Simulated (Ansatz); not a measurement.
## Σ5 (310) boundary in bcc Ta: structure and resistance

Aim: the relaxed structure and the specific resistance of the Σ5 (310) boundary in bcc Ta.

Main program and level: Ansatz 0.2.0; Ansatz plane-wave DFT, PBEsol, PAW files; relaxation of a bicrystal slab with its lowest layers held; PAW set soft_1, in the first sound run; inputs show where later runs differ.

### 1. The starting structure

The cell holds 19 atoms: 19 Ta. Cell: a = 5.477 Å, b = 3.303 Å, c = 30.199 Å, α = 90.0°, β = 90.0°, γ = 72.5°. It derives from Ta. built on the (3 1 0) plane; 1 overlapping atoms removed and the grains opened by 0.4 Å. Vacuum lies along c.

### 2. Relaxing the bicrystal

The boundary is built by mirroring the lower grain in the boundary plane and removing any atoms that overlap. A thin bicrystal slab is relaxed first, with the lowest layers held and the upper grain free to shift and open.

File input.yaml:

```yaml
crystal:
  lattice:
    - [5.4766761838, 0.0, 0.0]
    - [0.9957593061, 3.1488674087, 0.0]
    - [0.0, 0.0, 30.1985010762]
  atoms:
    - { symbol: Ta, position: [0.7999999999, 0.6, 0.1655711317] }
    - { symbol: Ta, position: [0.1999999999, 0.9, 0.2001543439] }
    - { symbol: Ta, position: [0.5999999999, 0.2, 0.2347375561] }
    - { symbol: Ta, position: [1.0, 0.5, 0.2693207683] }
    - { symbol: Ta, position: [0.4, 0.8, 0.3039039805] }
    - { symbol: Ta, position: [0.8, 0.1, 0.3384871927] }
    - { symbol: Ta, position: [0.2, 0.4, 0.373070405] }
    - { symbol: Ta, position: [0.6, 0.7, 0.4076536172] }
    - { symbol: Ta, position: [0.0, 0.0, 0.4422368294] }
    - { symbol: Ta, position: [0.6, 0.7, 0.4900657321] }
    - { symbol: Ta, position: [0.2, 0.4, 0.5246489443] }
    - { symbol: Ta, position: [0.8, 0.1, 0.5592321565] }
    - { symbol: Ta, position: [0.4, 0.8, 0.5938153687] }
    - { symbol: Ta, position: [1.0, 0.5, 0.6283985809] }
    - { symbol: Ta, position: [0.5999999999, 0.2, 0.6629817931] }
    - { symbol: Ta, position: [0.1999999999, 0.9, 0.6975650053] }
    - { symbol: Ta, position: [0.7999999999, 0.6, 0.7321482175] }
    - { symbol: Ta, position: [0.3999999999, 0.3, 0.7667314297] }
    - { symbol: Ta, position: [0.9999999999, 0.0, 0.8013146419] }
kpoints:
  mp_grid: { grid: [7, 7, 1] }
hamiltonian:
  xc: pbesol
  pseudopotentials: { kind: paw, azcp: { folder: soft_1 }, xc_functional: pbe }
scf:
  occupations: { method: fermi_dirac, width: 0.1 }
relax:
  f_tol: 0.03
  max_steps: 80
  constraints: [{ sites: [0, 1, 2] }]
```

The run is started by

```console
$ ansatz run input.yaml --threads 4 --pin off --max-ram 15360MiB --backend cpu --events-out ev --progress --plain --runs-dir out
```

Numbers of over 12 decimals in the logs are rounded to 6 here.

Output:

```text
Engine: ansatz 0.2.0, aarch64-unknown-linux-gnu
Pseudopotentials: kind: paw
Pseudopotential: Ta, paw, valence charge 13, recommended cutoff 420 eV (normal), soft_1/Ta.paw.azcp
Functional definition: PBEsol
  exchange = pbesol_x
  correlation = pbesol_c
Crystal: 19 atoms, lattice volume = 520.783 Å³
Basis set: ecut = 420 eV, 10209 PW (Γ), exchange–correlation on 80×48×432 points (8 copies of the dense FFT grid, shifted against one another)
Bands: 149, of which v1, the nominal top of the filled ones, is band 124 counted from 1 (123 counted from 0)
Symmetry: 2 space group operations
Space group: Cm (ITA 8), of the structure as read, at distance tolerance 8.0e-5 Å
k-points: 16 of 49 (time reversal used)
Non-local potential: Ta, projectors of the file, l = 0: 3, l = 1: 2, l = 2: 2, l = 3: 1
PAW form: soft (Blöchl's): semilocal exchange-correlation on the pseudo side does not see the compensation charge
PAW frozen core: Ta, regenerated for the run's functional, and the local potential with it (the file was generated under x = pbe(κ = 0.804, μ = 0.219515), c = pbe(β = 0.066725))
PAW one-centre angular grid: Ta, 590 points (default); XC on 64 Gauss nodes
Initial density: superposition of atomic densities (neutral atoms: chi_scale 0, normalization atom)
Initial wavefunctions: pseudopotential atomic-orbital guess
Functional: x = pbesol(κ = 0.804, μ = 0.123457), c = pbesol(β = 0.046)
SCF iter   1: F=—  HF=-186344.420046 eV  |F-HF|=—  |Δ(HF+E_count)|=         —  Δρ=5.22e-2  dr2=3.21e2  ethr=3.10e-3  ⟨swp⟩=9.6  Hψ=11705  notcnv=0  defer=6
preconditioner: auto → LDOS  [metal: Δε(μ)=0.011 eV  Ē_g=4.303 eV  σ=0.100 eV  W_gap=0.03  n_scr=118 (ndim 8)  ℏωp=15.9 eV  f_vac=0.266  D(μ)=17.35/eV (n_scr^D=126)  β→1.0]
SCF iter   2: F=—  HF=-186344.491748 eV  |F-HF|=—  |Δ(HF+E_count)|=   7.17e-2  Δρ=6.07e-2  dr2=6.86e2  ethr=3.10e-3  ⟨swp⟩=14.5  Hψ=15894  notcnv=0  defer=31
SCF iter   3: F=—  HF=-186332.618308 eV  |F-HF|=—  |Δ(HF+E_count)|=    1.19e1  Δρ=1.35e-2  dr2=6.78e0  ethr=3.10e-3  ⟨swp⟩=11.4  Hψ=8675  notcnv=0  defer=9
SCF iter   4: F=—  HF=-186332.370667 eV  |F-HF|=—  |Δ(HF+E_count)|=   2.48e-1  Δρ=4.06e-3  dr2=4.72e-1  ethr=2.74e-3  ⟨swp⟩=2.7  Hψ=3090  notcnv=0  defer=9
SCF iter   5: F=—  HF=-186332.366250 eV  |F-HF|=—  |Δ(HF+E_count)|=   4.42e-3  Δρ=1.92e-3  dr2=6.66e-1  ethr=1.91e-4  ⟨swp⟩=3.4  Hψ=3799  notcnv=0  defer=13
SCF iter   6: F=—  HF=-186332.349867 eV  |F-HF|=—  |Δ(HF+E_count)|=   1.64e-2  Δρ=6.05e-4  dr2=5.88e-2  ethr=1.91e-4  ⟨swp⟩=1.5  Hψ=2452  notcnv=0  defer=12
SCF iter   7: F=—  HF=-186332.347879 eV  |F-HF|=—  |Δ(HF+E_count)|=   1.99e-3  Δρ=4.13e-4  dr2=1.70e-2  ethr=2.38e-5  ⟨swp⟩=2.6  Hψ=3140  notcnv=0  defer=12
SCF iter   8: F=—  HF=-186332.348197 eV  |F-HF|=—  |Δ(HF+E_count)|=   3.19e-4  Δρ=2.86e-4  dr2=6.72e-3  ethr=6.88e-6  ⟨swp⟩=2.1  Hψ=2811  notcnv=0  defer=12
SCF iter   9: F=—  HF=-186332.348072 eV  |F-HF|=—  |Δ(HF+E_count)|=   1.26e-4  Δρ=7.38e-5  dr2=5.79e-4  ethr=2.72e-6  ⟨swp⟩=1.9  Hψ=2621  notcnv=0  defer=10
SCF iter  10: F=-186332.348125 eV  HF=-186332.348141 eV  |F-HF|=1.54e-5  |Δ(HF+E_count)|=   6.89e-5  Δρ=1.85e-5  dr2=2.15e-5  ethr=9.11e-9  ⟨swp⟩=4.4  Hψ=9926  notcnv=0
SCF 1 converged in 10 iterations: F = -186332.348125 eV  dr2 = 2.15e-5
  greatest PAW one-centre occupation: 0.999 electrons in one spin orbital (limit 2), on the Ta atom at site 15 (counted from 0), in its partial waves of l = 0
relax step   1: F+E_penalty+E_count = -186332.34812540 eV  Δ(F+E_penalty+E_count) = +0.000e0 eV  max|allowed force component| = 2.121e0 eV/Å  Δτ_max = 0.0000 Å  (10 SCF iters, dr2 threshold 2.25e-5 eV, accepted)
Initial density: handed on by an earlier stage of this run
Initial wavefunctions: those handed on with the density
iter 1 solved again at ethr=1.57e-3 eV; its pass at ethr=3.10e-3 eV (dr2=3.88e0 eV) is discarded
SCF iter   1: F=—  HF=-186333.181689 eV  |F-HF|=—  |Δ(HF+E_count)|=         —  Δρ=1.13e-2  dr2=4.17e0  ethr=1.57e-3  ⟨swp⟩=2.9  Hψ=8517  notcnv=0  defer=13
preconditioner: auto → LDOS  [metal: Δε(μ)=0.016 eV  Ē_g=3.756 eV  σ=0.100 eV  W_gap=0.04  n_scr=118 (ndim 8)  ℏωp=15.9 eV  f_vac=0.276  D(μ)=22.46/eV (n_scr^D=214)  β→1.0]
SCF iter   2: F=—  HF=-186332.962984 eV  |F-HF|=—  |Δ(HF+E_count)|=   2.19e-1  Δρ=5.68e-3  dr2=6.40e-1  ethr=1.57e-3  ⟨swp⟩=4.0  Hψ=3716  notcnv=0  defer=11
SCF iter   3: F=—  HF=-186332.888153 eV  |F-HF|=—  |Δ(HF+E_count)|=   7.48e-2  Δρ=1.96e-3  dr2=7.90e-2  ethr=2.59e-4  ⟨swp⟩=2.1  Hψ=4513  notcnv=0  defer=10
SCF iter   4: F=—  HF=-186332.875630 eV  |F-HF|=—  |Δ(HF+E_count)|=   1.25e-2  Δρ=3.92e-4  dr2=3.92e-3  ethr=3.20e-5  ⟨swp⟩=2.6  Hψ=4255  notcnv=0  defer=10
SCF iter   5: F=—  HF=-186332.875383 eV  |F-HF|=—  |Δ(HF+E_count)|=   2.47e-4  Δρ=1.17e-4  dr2=1.99e-4  ethr=1.59e-6  ⟨swp⟩=2.0  Hψ=3252  notcnv=0  defer=10
SCF iter   6: F=-186332.875380 eV  HF=-186332.875386 eV  |F-HF|=6.55e-6  |Δ(HF+E_count)|=   2.99e-6  Δρ=3.75e-5  dr2=1.79e-5  ethr=4.05e-8  ⟨swp⟩=3.1  Hψ=9274  notcnv=0
SCF 2 converged in 6 iterations: F = -186332.875380 eV  dr2 = 1.79e-5
relax step   2: F+E_penalty+E_count = -186332.87537963 eV  Δ(F+E_penalty+E_count) = -5.273e-1 eV  max|allowed force component| = 4.180e-1 eV/Å  Δτ_max = 0.1949 Å  (6 SCF iters, dr2 threshold 1.00e-4 eV, accepted)
SCF iter   1: F=—  HF=-186333.274312 eV  |F-HF|=—  |Δ(HF+E_count)|=         —  Δρ=1.22e-2  dr2=1.41e1  ethr=3.10e-3  ⟨swp⟩=5.8  Hψ=5176  notcnv=0  defer=10
preconditioner: auto → LDOS  [metal: Δε(μ)=0.017 eV  Ē_g=3.805 eV  σ=0.100 eV  W_gap=0.04  n_scr=118 (ndim 8)  ℏωp=15.9 eV  f_vac=0.283  D(μ)=21.62/eV (n_scr^D=202)  β→1.0]
SCF iter   2: F=—  HF=-186333.039846 eV  |F-HF|=—  |Δ(HF+E_count)|=   2.34e-1  Δρ=3.92e-3  dr2=6.46e-1  ethr=3.10e-3  ⟨swp⟩=2.1  Hψ=2972  notcnv=0  defer=10
SCF iter   3: F=—  HF=-186333.006455 eV  |F-HF|=—  |Δ(HF+E_count)|=   3.34e-2  Δρ=1.71e-3  dr2=1.33e-1  ethr=2.62e-4  ⟨swp⟩=2.4  Hψ=3703  notcnv=0  defer=11
SCF iter   4: F=—  HF=-186332.999687 eV  |F-HF|=—  |Δ(HF+E_count)|=   6.77e-3  Δρ=5.49e-4  dr2=1.40e-2  ethr=5.37e-5  ⟨swp⟩=2.0  Hψ=4200  notcnv=0  defer=11
SCF iter   5: F=—  HF=-186332.998807 eV  |F-HF|=—  |Δ(HF+E_count)|=   8.80e-4  Δρ=1.89e-4  dr2=7.58e-4  ethr=5.69e-6  ⟨swp⟩=2.2  Hψ=3267  notcnv=0  defer=11
SCF iter   6: F=—  HF=-186332.999066 eV  |F-HF|=—  |Δ(HF+E_count)|=   2.59e-4  Δρ=5.81e-5  dr2=1.03e-4  ethr=3.07e-7  ⟨swp⟩=2.1  Hψ=3696  notcnv=0  defer=11
SCF iter   7: F=—  HF=-186332.999067 eV  |F-HF|=—  |Δ(HF+E_count)|=   1.61e-6  Δρ=4.29e-5  dr2=3.34e-5  ethr=4.17e-8  ⟨swp⟩=2.0  Hψ=3981  notcnv=0  defer=11
SCF iter   8: F=-186332.999061 eV  HF=-186332.999063 eV  |F-HF|=1.49e-6  |Δ(HF+E_count)|=   4.81e-6  Δρ=7.79e-6  dr2=1.95e-6  ethr=4.42e-9  ⟨swp⟩=5.1  Hψ=8703  notcnv=0
SCF 3 converged in 8 iterations: F = -186332.999061 eV  dr2 = 1.95e-6
relax step   3: F+E_penalty+E_count = -186332.99906109 eV  Δ(F+E_penalty+E_count) = -1.237e-1 eV  max|allowed force component| = 1.634e-1 eV/Å  Δτ_max = 0.1942 Å  (8 SCF iters, dr2 threshold 1.09e-5 eV, accepted)
[... from here on, the SCF cycles and remarks between the steps are left out ...]
relax step   4: F+E_penalty+E_count = -186333.07950532 eV  Δ(F+E_penalty+E_count) = -8.044e-2 eV  max|allowed force component| = 1.516e-1 eV/Å  Δτ_max = 0.2000 Å  (8 SCF iters, dr2 threshold 1.67e-6 eV, accepted)
relax step   5: F+E_penalty+E_count = -186333.05769919 eV  Δ(F+E_penalty+E_count) = +2.181e-2 eV  max|allowed force component| = 4.334e-1 eV/Å  Δτ_max = 0.1357 Å  (7 SCF iters, dr2 threshold 3.51e-6 eV, rejected (line search))
relax step   6: F+E_penalty+E_count = -186333.09558453 eV  Δ(F+E_penalty+E_count) = -1.608e-2 eV  max|allowed force component| = 4.539e-2 eV/Å  Δτ_max = 0.0650 Å  (8 SCF iters, accepted)
relax step   7: F+E_penalty+E_count = -186333.10147221 eV  Δ(F+E_penalty+E_count) = -5.888e-3 eV  max|allowed force component| = 6.299e-2 eV/Å  Δτ_max = 0.0757 Å  (8 SCF iters, accepted)
relax step   8: F+E_penalty+E_count = -186333.10720346 eV  Δ(F+E_penalty+E_count) = -5.731e-3 eV  max|allowed force component| = 1.021e-1 eV/Å  Δτ_max = 0.1154 Å  (8 SCF iters, accepted)
relax step   9: F+E_penalty+E_count = -186333.11724805 eV  Δ(F+E_penalty+E_count) = -1.004e-2 eV  max|allowed force component| = 1.328e-1 eV/Å  Δτ_max = 0.1799 Å  (7 SCF iters, dr2 threshold 1.04e-5 eV, accepted)
relax step  10: F+E_penalty+E_count = -186333.13233987 eV  Δ(F+E_penalty+E_count) = -1.509e-2 eV  max|allowed force component| = 1.467e-1 eV/Å  Δτ_max = 0.1248 Å  (7 SCF iters, dr2 threshold 1.76e-5 eV, accepted)
relax step  11: F+E_penalty+E_count = -186333.14010927 eV  Δ(F+E_penalty+E_count) = -7.769e-3 eV  max|allowed force component| = 1.124e-1 eV/Å  Δτ_max = 0.1082 Å  (7 SCF iters, dr2 threshold 2.15e-5 eV, accepted)
relax step  12: F+E_penalty+E_count = -186333.13767690 eV  Δ(F+E_penalty+E_count) = +2.432e-3 eV  max|allowed force component| = 1.335e-1 eV/Å  Δτ_max = 0.1119 Å  (6 SCF iters, dr2 threshold 7.41e-6 eV, rejected (line search))
relax step  13: F+E_penalty+E_count = -186333.14111484 eV  Δ(F+E_penalty+E_count) = -1.006e-3 eV  max|allowed force component| = 6.940e-2 eV/Å  Δτ_max = 0.0548 Å  (8 SCF iters, accepted)
relax step  14: F+E_penalty+E_count = -186333.14076890 eV  Δ(F+E_penalty+E_count) = +3.459e-4 eV  max|allowed force component| = 4.865e-2 eV/Å  Δτ_max = 0.0225 Å  (5 SCF iters, dr2 threshold 1.84e-6 eV, rejected (line search))
SCF iter   1: F=—  HF=-186333.142149 eV  |F-HF|=—  |Δ(HF+E_count)|=         —  Δρ=8.33e-4  dr2=5.65e-3  ethr=4.99e-5  ⟨swp⟩=2.2  Hψ=4029  notcnv=0  defer=11
preconditioner: auto → LDOS  [metal: Δε(μ)=0.003 eV  Ē_g=3.823 eV  σ=0.100 eV  W_gap=0.01  n_scr=118 (ndim 8)  ℏωp=15.9 eV  f_vac=0.290  D(μ)=21.16/eV (n_scr^D=194)  β→1.0]
SCF iter   2: F=—  HF=-186333.141649 eV  |F-HF|=—  |Δ(HF+E_count)|=   5.00e-4  Δρ=2.27e-4  dr2=4.65e-4  ethr=2.29e-6  ⟨swp⟩=2.1  Hψ=4328  notcnv=0  defer=11
SCF iter   3: F=—  HF=-186333.141587 eV  |F-HF|=—  |Δ(HF+E_count)|=   6.20e-5  Δρ=7.89e-5  dr2=7.50e-5  ethr=1.88e-7  ⟨swp⟩=2.0  Hψ=4048  notcnv=0  defer=11
SCF iter   4: F=—  HF=-186333.141922 eV  |F-HF|=—  |Δ(HF+E_count)|=   3.35e-4  Δρ=1.98e-5  dr2=5.09e-6  ethr=3.04e-8  ⟨swp⟩=2.3  Hψ=4160  notcnv=0  defer=11
SCF iter   5: F=—  HF=-186333.141921 eV  |F-HF|=—  |Δ(HF+E_count)|=   1.03e-6  Δρ=6.82e-6  dr2=5.12e-7  ethr=2.06e-9  ⟨swp⟩=3.0  Hψ=4574  notcnv=0  defer=11
SCF iter   6: F=-186333.141921 eV  HF=-186333.141921 eV  |F-HF|=5.15e-9  |Δ(HF+E_count)|=   6.30e-8  Δρ=2.16e-6  dr2=5.25e-8  ethr=4.05e-11  ⟨swp⟩=5.1  Hψ=8824  notcnv=0
SCF 15 converged in 6 iterations: F = -186333.141921 eV  dr2 = 5.25e-8
relax step  15: F+E_penalty+E_count = -186333.14192120 eV  Δ(F+E_penalty+E_count) = -8.064e-4 eV  max|allowed force component| = 1.791e-2 eV/Å  Δτ_max = 0.0097 Å  (6 SCF iters, accepted)
SCF converged after 6 iterations
Free energy (F): -186333.141921 eV
Harris-Foulkes:  -186333.141921 eV  (|F-HF|=5.15e-9)
Internal energy: -186332.440331 eV  (E = F + TS)
E sigma→0 (E₀):  -186332.791126 eV
Entropy (-TS):   -0.701590 eV (-36.926 meV/atom)
Fermi energy:    10.906802 eV
--- Per-component energies (eV) ---
  E_band       = -3905.348237
  E_kinetic    = 7473.102128
  E_local      = -199443.336280  (includes V_loc(G=0)·N_el)
  E_nonlocal   = -164.237537
  E_hartree    = 97324.450375
  E_xc         = -6050.500757
  E_vxc        = -4426.891861  (∫ρ·V_xc dr)
  E_paw        = -155443.555509  (= ΣΔE_a)
  E_vpaw       = -1992.910699  (= ΣTr[D̂ρ^β])
  E_aug_tail   = 0.001903  (compensation charges beyond the density's cutoff)
  E_ewald      = 69967.574803
  E_core_change = 4.060543  (= ΣΔE_core)
  E_smearing   = -0.701590  (= −TS)
  E_closure    = -0.000000  (closes the sum)
  Σ components = -186333.141921   (vs F -186333.141921, Δ=0.00e0)
--- Forces (eV/Å), atoms counted from 1 ---
  atom   1  Ta     0.02525875    -0.00798752     2.03426901
  atom   2  Ta    -0.50942366     0.16109390    -0.68852309
  atom   3  Ta     0.48402222    -0.15306127    -1.34134580
  atom   4  Ta    -0.00155412     0.00049146     0.00177952
  atom   5  Ta    -0.00026143     0.00008267     0.00263633
  atom   6  Ta     0.00553758    -0.00175114    -0.01298878
  atom   7  Ta    -0.00495466     0.00156680     0.00041947
  atom   8  Ta     0.00007113    -0.00002249     0.00130168
  atom   9  Ta     0.00813399    -0.00257219     0.01054279
  atom  10  Ta     0.00558727    -0.00176685    -0.00107895
  atom  11  Ta    -0.01790846     0.00566315    -0.01031089
  atom  12  Ta     0.00101171    -0.00031993     0.00367060
  atom  13  Ta     0.00405316    -0.00128172    -0.00950246
  atom  14  Ta     0.00658534    -0.00208247     0.00367942
  atom  15  Ta    -0.00416096     0.00131581     0.00732886
  atom  16  Ta     0.00158671    -0.00050176    -0.00531237
  atom  17  Ta    -0.00701640     0.00221878     0.00431456
  atom  18  Ta     0.00139140    -0.00044000     0.00305190
  atom  19  Ta     0.00202042    -0.00063891    -0.00395416
  max |Σ_I F_I| component: 2.24e-5 eV/Å
--- Relaxed structure (15 steps of the walk, 12 accepted, 0 SCFs on fresh bases) ---
  F+E_penalty+E_count = -186333.14192120 eV   max|allowed force component| = 1.791e-2 eV/Å
  atoms:
    - { symbol: Ta, position: [0.7999999999, 0.600000, 0.165571] }
    - { symbol: Ta, position: [0.200000, 0.900000, 0.200154] }
    - { symbol: Ta, position: [0.600000, 0.200000, 0.234738] }
    - { symbol: Ta, position: [1.000244, 0.499878, 0.266028] }
    - { symbol: Ta, position: [0.395228, 0.802386, 0.302659] }
    - { symbol: Ta, position: [0.810918, 0.094541, 0.334894] }
    - { symbol: Ta, position: [0.192813, 0.403593, 0.373173] }
    - { symbol: Ta, position: [0.603001, 0.698500, 0.397217] }
    - { symbol: Ta, position: [-0.048243, 0.024122, 0.443252] }
    - { symbol: Ta, position: [0.497272, 0.751364, 0.481565] }
    - { symbol: Ta, position: [0.100963, 0.449518, 0.514611] }
    - { symbol: Ta, position: [0.704768, 0.147616, 0.547662] }
    - { symbol: Ta, position: [0.306253, 0.846873, 0.581761] }
    - { symbol: Ta, position: [0.901642, 0.549179, 0.615962] }
    - { symbol: Ta, position: [0.498767, 0.250617, 0.649955] }
    - { symbol: Ta, position: [0.102614, 0.948693, 0.685914] }
    - { symbol: Ta, position: [0.701146, 0.649427, 0.718526] }
    - { symbol: Ta, position: [0.289518, 0.355241, 0.753348] }
    - { symbol: Ta, position: [0.890546, 0.054727, 0.779575] }
```

The job ended after 9.2 min (4 threads of Arm Neoverse V1, shared host; peak memory 2.1 GiB; 35 min of CPU time).

Step by step:

```csv
step,energy less that of the first step (eV),largest force component (eV/Å)
1,0.0000,2.1214
2,-0.5273,0.4180
3,-0.6509,0.1634
4,-0.7314,0.1516
5,-0.7096,0.4334
6,-0.7475,0.0454
7,-0.7533,0.0630
8,-0.7591,0.1021
9,-0.7691,0.1328
10,-0.7842,0.1467
11,-0.7920,0.1124
12,-0.7896,0.1335
13,-0.7930,0.0694
14,-0.7926,0.0486
15,-0.7938,0.0179
```

Relaxation steps 5, 12, 14 were tried and not accepted.

Forces are held to the 2 operations that the run works with; a distortion that breaks them can't arise in this run.

The atoms that moved most (Å):

```csv
atom,dx,dy,dz,length
Ta19,-0.545,0.172,-0.656,0.870
Ta18,-0.550,0.174,-0.404,0.704
Ta17,-0.492,0.156,-0.411,0.660
Ta15,-0.504,0.159,-0.393,0.659
Ta14,-0.490,0.155,-0.376,0.636
Ta16,-0.485,0.153,-0.352,0.618
Ta13,-0.467,0.148,-0.364,0.610
Ta12,-0.474,0.150,-0.349,0.608
```

Numbers from this step:

- free energy: -186333.1419 eV
- energy at zero smearing: -186332.7911 eV
- Fermi energy: 10.91 eV

The largest force component on a free atom ends at 0.018 eV/Å, under the tolerance of 0.03, after 15 steps.

(Part 1 of 3 ends here.)

[Logs are printed without paths, hosts, clocks, repeated set-up lines and the standing remarks that a program may print on its own settings, such as how far it seeks lower states.]

[Hosts, paths, dates, database ids (printed as entryN), source tags and the programs' standing remarks are cut or masked in the printed files.]
